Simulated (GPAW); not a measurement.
**MgO (Fm-3m): refractive index against wavelength**

The refractive index of MgO (Fm-3m) below the direct gap (4.72 eV on the mesh) is read from one computed spectrum, n = √(Re ε).

The structure is cubic, space group Fm-3m (No. 225). The conventional cell has a = 4.217 Å, b = 4.217 Å, c = 4.217 Å, α = 90.00°, β = 90.00°, γ = 90.00°. Mg on site a is surrounded by 6 O at 2.11 Å. O on site b has 6 Mg at 2.11 Å as nearest neighbours.

Method: GPAW 26.7.0, PBE, RPA, k-mesh 17×17×17, local fields up to 70 eV, Lorentzian half width 0.12 eV.

Launch of the response step: `OMP_NUM_THREADS=1 python df.py`. The run took 64 s, its band step included, on 1 thread of Arm Neoverse V1, on a shared host.

```
wavelength (nm)  photon energy E (eV)       n
           1064                 1.165  1.7471
            850                 1.459  1.7517
            700                 1.771       ?
            633                 1.959  1.7623
            532                 2.331  1.7728
            450                 2.755  1.7881
            405                 3.061  1.8017
```

In the single-oscillator model n² − 1 = E₀E_d/(E₀² − E²), so 1/(n² − 1) = E₀/E_d − E²/(E₀E_d) is linear in E².

Working, on the rows shown:

| x = E² (eV²) | y = 1/(n² − 1) |
| --- | --- |
| 1.35784 | 0.487244 |
| 2.12762 | 0.483453 |
| 3.83641 | 0.474901 |
| 5.43137 | 0.466675 |
| 7.59115 | 0.455104 |
| 9.37179 | 0.445212 |

Means: x̄ = 4.9527, ȳ = 0.46876. Σ(x − x̄)(y − ȳ) = -0.2559, Σ(x − x̄)² = 48.87. Slope = -0.2559 / 48.87 = -0.005237; intercept = ȳ − slope · x̄ = 0.4947. Turned back into n, the line misses the rows shown by at most 0.00058.

Task: Fill in the last column of the withheld row.

Result: At x = 3.1372 the line gives y = 0.47827, that is 1.7581. The run gave 1.7579, so the interpolation is off by 0.00018, 0.3 % of the range in the table.

Refitted with all rows, the slope is -0.005241 and the intercept 0.49474. These give E₀ = √(intercept/−slope) = 9.72 eV and E_d = E₀/intercept = 19.6 eV; E₀ is 2.1 times the direct gap. The electronic limit at long wavelengths, without lattice vibrations, is n = √(1 + 1/intercept) = 1.738. The cell comes from an older database entry, whose edges can be off by a per cent or so. Excitons are left out; PBE gaps are as a rule too small. The values come from a sum over the points of one k-mesh and carry its error, which grows as the direct gap shrinks. This version of GPAW has incomplete matrix elements in the optical limit, which can lower ε − 1 by up to a tenth where first-row anions or d states rule. The local-field cutoff holds few shells of reciprocal vectors for this small cell, so ε∞ can read a few per cent high.

[Logs are printed without paths, hosts, clocks, repeated set-up lines and the standing remarks that a program may print on its own settings, such as how far it seeks lower states.]
